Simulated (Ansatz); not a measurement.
Consider CsCrCl3 (cubic perovskite) (Pm-3m).

The structure was built from a prototype and need not be the compound's stable phase.

```yaml
crystal:
  lattice:
    - [0.00000, -4.71678, 0.00000]
    - [0.00000, 0.00000, 4.71678]
    - [-4.71678, 0.00000, 0.00000]
  atoms:
    - { symbol: Cs, position: [0.00000, 0.00000, 0.00000] }
    - { symbol: Cr, position: [0.50000, 0.50000, 0.50000] }
    - { symbol: Cl, position: [0.50000, 0.50000, 0.00000] }
    - { symbol: Cl, position: [0.50000, 0.00000, 0.50000] }
    - { symbol: Cl, position: [0.00000, 0.50000, 0.50000] }
```

The structure was relaxed with LDA. The structure type comes from a generator and need not be one that this composition takes. The structure was generated from a model, not taken from a measurement. The runs that relaxed it are not among those shown. The program's search for lower electronic states was switched off, so nothing shows that the state found is the lowest. Spin-orbit coupling is left out unless a run names it. PAW set soft_2, made with PBE.

A constrained-RPA run (Ansatz 0.2.0; non-magnetic LDA; Cr d, bands v2 to c3, 4×4×4 mesh, medium accuracy) builds 5 functions on bands 3.8 eV wide, with 4.0 electrons in the window. The bare on-site interaction is 16.5 eV and the bare J 0.54 eV.

**Question.** What U and J survive the screening?

On the Cr d shell, U = 3.96 eV (24 % of the bare value), U′ = 3.10 eV, J = 0.42 eV.

The parent state is non-magnetic and the interaction static (zero frequency); U depends on the window and the orbitals, so it belongs to this model alone.

[Paths, hosts, dates, memory and timing lines, banners, echoed tables and standing remarks are left out of the program output.]

[Logs are printed without paths, hosts, clocks, repeated set-up lines and the standing remarks that a program may print on its own settings, such as how far it seeks lower states.]

[Runs of the session that timed out or met a known fault of the program may be left out.]

[Hosts, paths, dates, database ids (printed as entryN), source tags and the programs' standing remarks are cut or masked in the printed files.]
